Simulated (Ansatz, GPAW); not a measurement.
# A 13-layer slab of Mo(100): work function by functional and basis

Aim: the work function of both faces of a 13-layer slab of Mo(100), and its spread over functionals and bases.

Method: Ansatz plane waves; slab in vacuum with a dipole correction, relaxation; PAW set soft_1, in the first sound run; inputs show where later runs differ, in GPAW 26.7.0 and Ansatz 0.2.0.

## 1. Set-up

The cell holds 13 atoms: 13 Mo. Its edges and angles: a = 3.150 Å, b = 3.150 Å, c = 32.900 Å, α = 90.0°, β = 90.0°, γ = 90.0°. Vacuum lies along c.

Coordinates:

```cif
data_structure
_symmetry_space_group_name_H-M 'P 1'
_symmetry_Int_Tables_number 1
_cell_length_a 3.1500
_cell_length_b 3.1500
_cell_length_c 32.9000
_cell_angle_alpha 90.000
_cell_angle_beta 90.000
_cell_angle_gamma 90.000
_cell_volume 326.45
loop_
_atom_site_label
_atom_site_type_symbol
_atom_site_fract_x
_atom_site_fract_y
_atom_site_fract_z
_atom_site_occupancy
Mo1 Mo 0.00000 0.00000 0.21277 1
Mo2 Mo 0.50000 0.50000 0.26064 1
Mo3 Mo 0.00000 0.00000 0.30851 1
Mo4 Mo 0.50000 0.50000 0.35638 1
Mo5 Mo 0.00000 0.00000 0.40426 1
Mo6 Mo 0.50000 0.50000 0.45213 1
Mo7 Mo 0.00000 0.00000 0.50000 1
Mo8 Mo 0.50000 0.50000 0.54787 1
Mo9 Mo 0.00000 0.00000 0.59574 1
Mo10 Mo 0.50000 0.50000 0.64362 1
Mo11 Mo 0.00000 0.00000 0.69149 1
Mo12 Mo 0.50000 0.50000 0.73936 1
Mo13 Mo 0.00000 0.00000 0.78723 1
```

## 2. Relaxing the atoms

Forces are removed first; all later runs use this geometry. The lowest 6 atoms are held at bulk positions and keep their forces.

The input, input.yaml:

```yaml
crystal:
  lattice:
    - [3.15, 0.0, 0.0]
    - [0.0, 3.15, 0.0]
    - [0.0, 0.0, 32.9]
  atoms:
    - { symbol: Mo, position: [0.0, 0.0, 0.2127659574] }
    - { symbol: Mo, position: [0.5, 0.5, 0.2606382979] }
    - { symbol: Mo, position: [0.0, 0.0, 0.3085106383] }
    - { symbol: Mo, position: [0.5, 0.5, 0.3563829787] }
    - { symbol: Mo, position: [0.0, 0.0, 0.4042553191] }
    - { symbol: Mo, position: [0.5, 0.5, 0.4521276596] }
    - { symbol: Mo, position: [0.0, 0.0, 0.5] }
    - { symbol: Mo, position: [0.5, 0.5, 0.5478723404] }
    - { symbol: Mo, position: [0.0, 0.0, 0.5957446809] }
    - { symbol: Mo, position: [0.5, 0.5, 0.6436170213] }
    - { symbol: Mo, position: [0.0, 0.0, 0.6914893617] }
    - { symbol: Mo, position: [0.5, 0.5, 0.7393617021] }
    - { symbol: Mo, position: [0.0, 0.0, 0.7872340426] }
kpoints:
  mp_grid: { grid: [10, 10, 1] }
hamiltonian:
  xc: pbe
  pseudopotentials: { kind: paw, azcp: { folder: soft_1 } }
scf:
  occupations: { method: fermi_dirac, width: 0.1 }
efield:
  axis: 3
  dipole_correction: true
  ramp_width: 0.05
relax:
  f_tol: 0.02
  max_steps: 60
  constraints: [{ sites: [0, 1, 2, 3, 4, 5] }]
output:
  write_potential: true
  write_density: true
  volumetric_format: npy
```

Command:

```sh
$ ansatz run input.yaml --threads 4 --pin off --max-ram 8192MiB --backend cpu --events-out ev --progress --plain --runs-dir out
```

Numbers of over 12 decimals in the logs are rounded to 6 here.

The log of the run:

```text
Engine: ansatz 0.2.0, aarch64-unknown-linux-gnu
Pseudopotentials: kind: paw
Pseudopotential: Mo, paw, valence charge 14, recommended cutoff 420 eV (normal), soft_1/Mo.paw.azcp
Functional definition: PBE
  parameter kappa = 0.804
  parameter beta = 0.066725
  exchange = pbe_x(kappa = kappa, mu = beta*pi^2/3)
  correlation = pbe_c(beta = beta)
Crystal: 13 atoms, lattice volume = 326.450 Å³
Basis set: ecut = 420 eV, 6421 PW (Γ), exchange–correlation on 48×48×450 points (8 copies of the dense FFT grid, shifted against one another)
Bands: 110, of which v1, the nominal top of the filled ones, is band 91 counted from 1 (90 counted from 0)
Symmetry: 8 space group operations
k-points: 21 of 100
Non-local potential: Mo, projectors of the file, l = 0: 3, l = 1: 2, l = 2: 2, l = 3: 1
PAW form: soft (Blöchl's): semilocal exchange-correlation on the pseudo side does not see the compensation charge
PAW one-centre angular grid: Mo, 590 points (default); XC on 64 Gauss nodes
Initial density: superposition of atomic densities (neutral atoms: chi_scale 0, normalization atom)
Initial wavefunctions: pseudopotential atomic-orbital guess
Functional: x = pbe(κ = 0.804, μ = 0.219515), c = pbe(β = 0.066725)
SCF iter   1: F=—  HF=-64435.417230 eV  |F-HF|=—  |Δ(HF+E_count)|=         —  Δρ=8.92e-2  dr2=1.84e2  ethr=3.10e-3  p=0.000 e·Å  D=9.26e-14 V/Å  ΔV_dip=-0.00 eV  dr2_dipole=2.28e-5  V_vac-E_F(+/−)=6.28/6.28 eV  ⟨swp⟩=8.1  Hψ=10175  notcnv=0
efield: sawtooth ramp at fractional position 0.9750 (placed from the atoms, in the widest stretch of the axis that holds none; the zero of the levels goes with the place), width 0.0500; the density the first Hamiltonian is built on has a dipole p = 0.000 e·Å; the dipole correction subtracts the counter field D = 9.26e-14 V/Å, which shifts the + side's vacuum level by -0.00 eV against the − side's; the planar-averaged density in the ramp window peaks in size at 1.1e-6 e/Å³
preconditioner: auto → LDOS  [metal: Δε(μ)=0.034 eV  Ē_g=4.561 eV  σ=0.100 eV  W_gap=0.08  n_scr=84 (ndim 8)  ℏωp=18.2 eV  f_vac=0.326  D(μ)=10.27/eV (n_scr^D=76)  β→1.0]
SCF iter   2: F=—  HF=-64428.972560 eV  |F-HF|=—  |Δ(HF+E_count)|=    6.44e0  Δρ=5.74e-2  dr2=9.68e1  ethr=3.10e-3  p=0.000 e·Å  D=5.10e-6 V/Å  ΔV_dip=-0.00 eV  dr2_dipole=2.50e-7  V_vac-E_F(+/−)=2.36/2.36 eV  ⟨swp⟩=4.4  Hψ=6324  notcnv=0
SCF iter   3: F=—  HF=-64424.756598 eV  |F-HF|=—  |Δ(HF+E_count)|=    4.22e0  Δρ=1.06e-2  dr2=2.34e0  ethr=3.10e-3  p=-0.000 e·Å  D=-2.86e-7 V/Å  ΔV_dip=0.00 eV  dr2_dipole=5.04e-6  V_vac-E_F(+/−)=4.33/4.33 eV  ⟨swp⟩=4.1  Hψ=5695  notcnv=0
SCF iter   4: F=—  HF=-64424.611395 eV  |F-HF|=—  |Δ(HF+E_count)|=   1.45e-1  Δρ=3.68e-3  dr2=8.06e-2  ethr=1.28e-3  p=-0.000 e·Å  D=-4.81e-6 V/Å  ΔV_dip=0.00 eV  dr2_dipole=1.33e-8  V_vac-E_F(+/−)=4.00/4.00 eV  ⟨swp⟩=2.8  Hψ=3546  notcnv=0
SCF iter   5: F=—  HF=-64424.597455 eV  |F-HF|=—  |Δ(HF+E_count)|=   1.39e-2  Δρ=9.75e-4  dr2=1.72e-2  ethr=4.43e-5  p=-0.000 e·Å  D=-2.50e-6 V/Å  ΔV_dip=0.00 eV  dr2_dipole=1.10e-10  V_vac-E_F(+/−)=3.97/3.97 eV  ⟨swp⟩=3.8  Hψ=4950  notcnv=0
SCF iter   6: F=—  HF=-64424.598634 eV  |F-HF|=—  |Δ(HF+E_count)|=   1.18e-3  Δρ=5.93e-4  dr2=2.32e-3  ethr=9.43e-6  p=0.000 e·Å  D=1.05e-6 V/Å  ΔV_dip=-0.00 eV  dr2_dipole=2.29e-9  V_vac-E_F(+/−)=3.96/3.96 eV  ⟨swp⟩=1.7  Hψ=2603  notcnv=0
SCF iter   7: F=—  HF=-64424.598552 eV  |F-HF|=—  |Δ(HF+E_count)|=   8.22e-5  Δρ=1.48e-4  dr2=6.77e-4  ethr=1.27e-6  p=0.000 e·Å  D=1.14e-6 V/Å  ΔV_dip=-0.00 eV  dr2_dipole=2.04e-9  V_vac-E_F(+/−)=3.95/3.95 eV  ⟨swp⟩=2.0  Hψ=2969  notcnv=0
SCF iter   8: F=—  HF=-64424.598581 eV  |F-HF|=—  |Δ(HF+E_count)|=   2.89e-5  Δρ=8.51e-5  dr2=6.84e-5  ethr=3.72e-7  p=0.000 e·Å  D=6.40e-7 V/Å  ΔV_dip=-0.00 eV  dr2_dipole=1.08e-11  V_vac-E_F(+/−)=3.95/3.95 eV  ⟨swp⟩=1.8  Hψ=2659  notcnv=0
SCF iter   9: F=—  HF=-64424.598591 eV  |F-HF|=—  |Δ(HF+E_count)|=   1.04e-5  Δρ=2.20e-5  dr2=1.26e-5  ethr=5.49e-9  p=0.000 e·Å  D=1.82e-7 V/Å  ΔV_dip=-0.00 eV  dr2_dipole=1.49e-10  V_vac-E_F(+/−)=3.94/3.94 eV  ⟨swp⟩=13.4  Hψ=21912  notcnv=0
SCF iter  10: F=-64424.598590 eV  HF=-64424.598591 eV  |F-HF|=9.56e-7  |Δ(HF+E_count)|=   2.14e-7  Δρ=9.73e-6  dr2=1.36e-6  ethr=5.49e-9  p=0.000 e·Å  D=7.75e-8 V/Å  ΔV_dip=-0.00 eV  dr2_dipole=2.11e-11  V_vac-E_F(+/−)=3.94/3.94 eV  ⟨swp⟩=11.7  Hψ=18683  notcnv=0
WARN: efield: at this solve's end the planar-averaged density reaches 1.07e-5 e/Å³ inside the ramp window [0.9446, 0.0554] (bound 1e-5 e/Å³); the window's nearer edge stands 5.18 Å from this solve's nearest atom along the axis. Its work functions, free energy, forces, stress, dipole, levels and responses can be off, and this figure does not tell by how much. A short vacuum, a low `basis.ecutwfc` or `basis.ecutrho_ratio` and negative occupations (`scf.occupations.method`) can put density there. See the manual's quickstart, § The vacuum guard
SCF 1 converged in 10 iterations: F = -64424.598590 eV  dr2 = 1.36e-6
  greatest PAW one-centre occupation: 0.999 electrons in one spin orbital (limit 2), on the Mo atom at site 8 (counted from 0), in its partial waves of l = 0
relax step   1: F+E_penalty+E_count = -64424.59859049 eV  Δ(F+E_penalty+E_count) = +0.000e0 eV  max|allowed force component| = 1.370e0 eV/Å  Δτ_max = 0.0000 Å  (10 SCF iters, dr2 threshold 1.00e-5 eV, accepted)
Initial density: handed on by an earlier stage of this run
Initial wavefunctions: those handed on with the density
SCF iter   1: F=—  HF=-64424.714923 eV  |F-HF|=—  |Δ(HF+E_count)|=         —  Δρ=1.16e-2  dr2=5.76e0  ethr=3.10e-3  p=0.000 e·Å  D=4.64e-7 V/Å  ΔV_dip=-0.00 eV  dr2_dipole=5.43e0  V_vac-E_F(+/−)=3.98/3.98 eV  ⟨swp⟩=4.8  Hψ=5166  notcnv=0
efield: sawtooth ramp at fractional position 0.9750 (handed on by an earlier solve), width 0.0500; the density the first Hamiltonian is built on has a dipole p = 0.000 e·Å; the dipole correction subtracts the counter field D = 4.64e-7 V/Å, which shifts the + side's vacuum level by -0.00 eV against the − side's; the planar-averaged density in the ramp window peaks in size at 1.2e-5 e/Å³
preconditioner: auto → LDOS  [metal: Δε(μ)=0.024 eV  Ē_g=4.051 eV  σ=0.100 eV  W_gap=0.06  n_scr=84 (ndim 8)  ℏωp=18.2 eV  f_vac=0.335  D(μ)=9.95/eV (n_scr^D=76)  β→1.0]
SCF iter   2: F=—  HF=-64424.651377 eV  |F-HF|=—  |Δ(HF+E_count)|=   6.35e-2  Δρ=4.65e-3  dr2=1.71e-1  ethr=3.10e-3  p=0.001 e·Å  D=6.31e-4 V/Å  ΔV_dip=-0.02 eV  dr2_dipole=2.68e-2  V_vac-E_F(+/−)=3.92/3.94 eV  ⟨swp⟩=2.0  Hψ=2819  notcnv=0
[...]
relax step   7: F+E_penalty+E_count = -64424.74452928 eV  Δ(F+E_penalty+E_count) = -1.297e-7 eV  max|allowed force component| = 2.615e-2 eV/Å  Δτ_max = 0.0000 Å  (6 SCF iters, accepted)
[...]
relax step   8: F+E_penalty+E_count = -64424.74452119 eV  Δ(F+E_penalty+E_count) = +8.087e-6 eV  max|allowed force component| = 3.511e-2 eV/Å  Δτ_max = 0.0036 Å  (6 SCF iters, rejected (line search))
SCF iter   1: F=—  HF=-64424.744646 eV  |F-HF|=—  |Δ(HF+E_count)|=         —  Δρ=1.93e-4  dr2=9.36e-4  ethr=1.01e-5  p=0.004 e·Å  D=2.06e-3 V/Å  ΔV_dip=-0.07 eV  dr2_dipole=8.10e-4  V_vac-E_F(+/−)=3.87/3.94 eV  ⟨swp⟩=1.5  Hψ=2915  notcnv=0
efield: sawtooth ramp at fractional position 0.9750 (handed on by an earlier solve), width 0.0500; the density the first Hamiltonian is built on has a dipole p = 0.004 e·Å; the dipole correction subtracts the counter field D = 2.06e-3 V/Å, which shifts the + side's vacuum level by -0.07 eV against the − side's; the planar-averaged density in the ramp window peaks in size at 1.1e-5 e/Å³
preconditioner: auto → LDOS  [metal: Δε(μ)=0.007 eV  Ē_g=4.016 eV  σ=0.100 eV  W_gap=0.02  n_scr=84 (ndim 8)  ℏωp=18.2 eV  f_vac=0.332  D(μ)=10.95/eV (n_scr^D=84)  β→1.0]
SCF iter   2: F=—  HF=-64424.744651 eV  |F-HF|=—  |Δ(HF+E_count)|=   4.75e-6  Δρ=1.03e-4  dr2=7.99e-5  ethr=5.14e-7  p=0.004 e·Å  D=2.04e-3 V/Å  ΔV_dip=-0.07 eV  dr2_dipole=9.99e-6  V_vac-E_F(+/−)=3.87/3.94 eV  ⟨swp⟩=1.3  Hψ=2689  notcnv=0
SCF iter   3: F=—  HF=-64424.744624 eV  |F-HF|=—  |Δ(HF+E_count)|=   2.66e-5  Δρ=6.93e-5  dr2=3.46e-5  ethr=4.39e-8  p=0.004 e·Å  D=2.04e-3 V/Å  ΔV_dip=-0.07 eV  dr2_dipole=1.68e-6  V_vac-E_F(+/−)=3.87/3.94 eV  ⟨swp⟩=2.0  Hψ=3173  notcnv=0
SCF iter   4: F=—  HF=-64424.744621 eV  |F-HF|=—  |Δ(HF+E_count)|=   3.03e-6  Δρ=6.44e-6  dr2=3.13e-7  ethr=1.90e-8  p=0.004 e·Å  D=2.04e-3 V/Å  ΔV_dip=-0.07 eV  dr2_dipole=2.48e-8  V_vac-E_F(+/−)=3.87/3.94 eV  ⟨swp⟩=2.0  Hψ=3007  notcnv=0
SCF iter   5: F=—  HF=-64424.744621 eV  |F-HF|=—  |Δ(HF+E_count)|=   1.32e-7  Δρ=4.13e-6  dr2=1.09e-7  ethr=5.49e-11  p=0.004 e·Å  D=2.04e-3 V/Å  ΔV_dip=-0.07 eV  dr2_dipole=2.98e-11  V_vac-E_F(+/−)=3.87/3.94 eV  ⟨swp⟩=11.2  Hψ=17911  notcnv=0
SCF iter   6: F=-64424.744621 eV  HF=-64424.744621 eV  |F-HF|=5.60e-9  |Δ(HF+E_count)|=   1.08e-8  Δρ=1.09e-6  dr2=7.59e-9  ethr=5.49e-11  p=0.004 e·Å  D=2.04e-3 V/Å  ΔV_dip=-0.07 eV  dr2_dipole=3.75e-10  V_vac-E_F(+/−)=3.87/3.94 eV  ⟨swp⟩=9.4  Hψ=14444  notcnv=0
WARN: efield: at this solve's end the planar-averaged density reaches 1.11e-5 e/Å³ inside the ramp window [0.9446, 0.0554] (bound 1e-5 e/Å³); the window's nearer edge stands 5.18 Å from this solve's nearest atom along the axis. Its work functions, free energy, forces, stress, dipole, levels and responses can be off, and this figure does not tell by how much. A short vacuum, a low `basis.ecutwfc` or `basis.ecutrho_ratio` and negative occupations (`scf.occupations.method`) can put density there. See the manual's quickstart, § The vacuum guard
SCF 9 converged in 6 iterations: F = -64424.744621 eV  dr2 = 7.59e-9
relax step   9: F+E_penalty+E_count = -64424.74462093 eV  Δ(F+E_penalty+E_count) = -9.165e-5 eV  max|allowed force component| = 2.861e-3 eV/Å  Δτ_max = 0.0018 Å  (6 SCF iters, accepted)
NSCF: frozen V_eff on 21 k-points
the band table was solved once a step of the walk had ended and its energy, with any forces and stress, was formed, with the checks that follow a solve (9620 applications of the Hamiltonian). They found nothing against the state; the energy, forces and stress were not computed again (output.eigenvalues in the input reference)
WARN: The output density's exchange-correlation potential varies sharply where the density is thin. Do not read a vacuum level from v_tot or v_xc, or from such a field of the output density. On a cell that repeats whose density bears no net charge and no dipole along the vacuum's axis use v_es (v_loc + v_h of the components); under efield.dipole_correction with no amplitude use v_es + v_field, which holds any externa [...]
SCF converged after 6 iterations
Free energy (F): -64424.744621 eV
Harris-Foulkes:  -64424.744621 eV  (|F-HF|=5.60e-9)
Internal energy: -64424.383267 eV  (E = F + TS)
E sigma→0 (E₀):  -64424.563944 eV
Entropy (-TS):   -0.361354 eV (-27.796 meV/atom)
Fermi energy:    11.668126 eV
Dipole field:    D = 0.002016 V/Å  (p = 0.003637 e·Å, saw-weighted, corrected)
Work function:   Φ+ = 3.8693 eV   Φ− = 3.9357 eV
Levels:          The Fermi level and band energies are counted from a zero that moves with the ramp; work functions are not
Vacuum region:   at the solve's end the planar-averaged density reaches 1.11e-5 e/Å³ inside the ramp window [0.9446, 0.0554] (bound 1e-5 e/Å³)
--- Per-component energies (eV) ---
  E_band       = -2404.136711
  E_kinetic    = 5481.985912
  E_local      = -246264.094939  (includes V_loc(G=0)·N_el)
  E_nonlocal   = 1930.759557
  E_hartree    = 120687.803093
  E_xc         = -2286.381325
  E_vxc        = -2849.935514  (∫ρ·V_xc dr)
  E_paw        = -41754.668217  (= ΣΔE_a)
  E_vpaw       = -2078.458069  (= ΣTr[D̂ρ^β])
  E_aug_tail   = 0.000626  (compensation charges beyond the density's cutoff)
  E_efield     = 0.000004  (sawtooth field / dipole correction)
  E_vefield    = -0.004300  (∫n·V_field dr)
  E_ewald      = 97780.212023
  E_smearing   = -0.361354  (= −TS)
  E_closure    = 0.000000  (closes the sum)
  Σ components = -64424.744621   (vs F -64424.744621, Δ=0.00e0)
--- Forces (eV/Å), atoms counted from 1 ---
  atom   1  Mo     0.00000000    -0.00000000     1.36354121
  atom   2  Mo    -0.00000000    -0.00000000    -1.34915641
  atom   3  Mo    -0.00000000     0.00000000    -0.14185970
  atom   4  Mo    -0.00000000     0.00000000    -0.03205530
  atom   5  Mo     0.00000000     0.00000000     0.07300201
  atom   6  Mo     0.00000000     0.00000000     0.08747060
  atom   7  Mo    -0.00000000    -0.00000000    -0.00272047
  atom   8  Mo    -0.00000000     0.00000000    -0.00051179
  atom   9  Mo     0.00000000    -0.00000000     0.00014213
  atom  10  Mo     0.00000000     0.00000000     0.00286135
  atom  11  Mo    -0.00000000    -0.00000000    -0.00065250
  atom  12  Mo    -0.00000000    -0.00000000    -0.00006459
  atom  13  Mo    -0.00000000    -0.00000000    -0.00002150
  max |Σ_I F_I| component: 2.50e-5 eV/Å
--- Band table (eV; the first three rows and the last of 21) ---
  k-point 0: bands = [... 87 lower, 11.0077, 11.0077, 11.1287, 11.3571, 11.3571, 11.5872, 11.5956, 11.6527, ... 15 higher]
  k-point 1: bands = [... 87 lower, 11.0953, 11.1893, 11.3380, 11.4514, 11.4618, 11.5361, 11.5401, 11.8142, ... 15 higher]
  k-point 2: bands = [... 87 lower, 10.9340, 11.0213, 11.4015, 11.4730, 11.9403, 12.0050, 12.0403, 12.0639, ... 15 higher]
  k-point 20: bands = [... 87 lower, 12.7356, 12.7356, 13.1609, 13.2200, 13.4428, 13.4536, 13.5735, 13.5878, ... 15 higher]
--- Relaxed structure (9 steps of the walk, 7 accepted, 0 SCFs on fresh bases) ---
  F+E_penalty+E_count = -64424.74462093 eV   max|allowed force component| = 2.861e-3 eV/Å
  atoms:
    - { symbol: Mo, position: [0.0, 0.0, 0.2127659574] }
    - { symbol: Mo, position: [0.500000, 0.500000, 0.2606382979] }
    - { symbol: Mo, position: [0.0, 0.0, 0.3085106383] }
    - { symbol: Mo, position: [0.500000, 0.500000, 0.3563829787] }
    - { symbol: Mo, position: [0.0, 0.0, 0.4042553191] }
    - { symbol: Mo, position: [0.500000, 0.500000, 0.4521276596] }
    - { symbol: Mo, position: [7.251672378437326e-19, 0, 0.500357] }
    - { symbol: Mo, position: [0.500000, 0.500000, 0.548849] }
    - { symbol: Mo, position: [1.384031461522078e-18, 0, 0.596427] }
    - { symbol: Mo, position: [0.500000, 0.500000, 0.645199] }
    - { symbol: Mo, position: [1.872806214629117e-18, 0, 0.692412] }
    - { symbol: Mo, position: [0.500000, 0.500000, 0.742302] }
    - { symbol: Mo, position: [-5.7277402302381514e-18, 0, 0.784411] }
```

Run time: 3.8 min. Hardware: 4 threads of Arm Neoverse V1, shared host; peak memory 1.2 GiB.

The steps of the relaxation:

| step | energy less that of the first step (eV) | largest force component (eV/Å) |
| --- | --- | --- |
| 1 | 0.0000 | 1.3697 |
| 2 | -0.0300 | 1.6146 |
| 3 | -0.1426 | 0.2012 |
| 4 | -0.1446 | 0.1057 |
| 5 | -0.1459 | 0.0262 |
| 6 | -0.1459 | 0.0351 |
| 7 | -0.1459 | 0.0262 |
| 8 | -0.1459 | 0.0351 |
| 9 | -0.1460 | 0.0029 |

Relaxation steps 6, 8 were tried and not accepted.

The run keeps the 8 symmetry operations that it works with, so distortions that break them were not tested.

The atoms that moved most (Å):

| atom | dx | dy | dz | length |
| --- | --- | --- | --- | --- |
| Mo12 | 0.000 | 0.000 | 0.097 | 0.097 |
| Mo13 | 0.000 | 0.000 | -0.093 | 0.093 |
| Mo10 | 0.000 | 0.000 | 0.052 | 0.052 |
| Mo8 | 0.000 | 0.000 | 0.032 | 0.032 |
| Mo11 | 0.000 | 0.000 | 0.030 | 0.030 |
| Mo9 | 0.000 | 0.000 | 0.022 | 0.022 |
| Mo7 | 0.000 | 0.000 | 0.012 | 0.012 |

This step gave:

| Property | Result |
| --- | --- |
| free energy | -64424.7446 eV |
| smearing term TS | 0.3614 eV |
| symmetry operations | 8 |
| upper work function | 3.869 eV |
| lower work function | 3.936 eV |
| dipole along the normal | 0.003637 e·Å |
| dipole field | 0.002016 V/Å |
| vacuum level above | 15.54 eV |
| vacuum level below | 15.60 eV |

The electrostatic potential energy of an electron (with the applied field's), less the Fermi level, planar mean oscillates, so the rows of the table below give means over windows of 1.61 Å about each position, cut where the curve ends. Its maxima inside the range that stand out by 2 % of the span (Å: eV): 7.7: -8.55, 9.4: -9.06, 11.0: -9.01, 12.6: -9.14, 14.0: -9.12, 15.6: -8.82, 17.3: -8.66, 18.9: -9.21, 20.5: -8.53, 21.9: -9.44, 23.5: -8.00, 25.2: -12.3. Its minima: 7.0: -15.3, 8.6: -15.7, 10.1: -15.8, 11.7: -15.8, 13.3: -15.9, 14.9: -15.8, 16.5: -15.8, 18.1: -15.7, 19.6: -15.8, 21.2: -15.7, 22.8: -15.7, 24.4: -16.0, 25.7: -15.6.

Electrostatic potential energy of an electron (with the applied field's), less the Fermi level, planar mean against z; means over each step:

| z (Å) | electrostatic potential energy of an electron (with the applied field's), less the Fermi level, planar mean (eV) |
| --- | --- |
| 0.81 | 3.93 |
| 2.42 | 3.93 |
| 4.02 | 3.84 |
| 5.63 | 0.769 |
| 7.24 | -11.7 |
| 8.85 | -12.5 |
| 10.46 | -12.5 |
| 12.07 | -12.5 |
| 13.68 | -12.6 |
| 15.29 | -12.5 |
| 16.90 | -12.4 |
| 18.51 | -12.7 |
| 20.12 | -12.3 |
| 21.73 | -12.7 |
| 23.34 | -11.9 |
| 24.95 | -14.2 |
| 26.56 | -5.23 |
| 28.17 | 3.55 |
| 29.78 | 3.86 |
| 31.39 | 3.87 |

The valence density, planar mean oscillates, so the rows of the table below give means over windows of 1.61 Å about each position, cut where the curve ends. Its maxima inside the range that stand out by 2 % of the span (Å: e/Å³): 7.0: 1.17, 8.6: 1.18, 10.1: 1.19, 11.7: 1.19, 13.3: 1.20, 14.9: 1.19, 16.5: 1.19, 18.1: 1.18, 19.6: 1.19, 21.2: 1.19, 22.8: 1.19, 24.4: 1.21, 25.7: 1.19. Its minima: 7.7: 0.562, 9.4: 0.547, 11.0: 0.552, 12.6: 0.561, 14.0: 0.557, 15.6: 0.540, 17.3: 0.531, 18.9: 0.560, 20.5: 0.529, 21.9: 0.586, 23.5: 0.499, 25.2: 0.760.

Table of valence density, planar mean by z; means over each step:

z (Å), valence density, planar mean (e/Å³) and a bar:
```
     2.42       0.00 
     4.02       0.00 
     5.63       0.11 ###
     7.24       0.87 #########################
     8.85       0.89 ##########################
    10.46       0.89 ##########################
    12.07       0.90 ##########################
    13.68       0.90 ##########################
    15.29       0.89 ##########################
    16.90       0.89 ##########################
    18.51       0.90 ##########################
    20.12       0.88 ##########################
    21.73       0.91 ###########################
    23.34       0.86 #########################
    24.95       1.02 ##############################
    26.56       0.47 ##############
    28.17       0.01 
    29.78       0.00 
    31.39       0.00
```

The relaxation lowered the energy of the cell by 0.146 eV.

[end of part 1 of 3]

[Logs are printed without paths, hosts, clocks, repeated set-up lines and the standing remarks that a program may print on its own settings, such as how far it seeks lower states.]

[Hosts, paths, dates, database ids (printed as entryN), source tags and the programs' standing remarks are cut or masked in the printed files.]
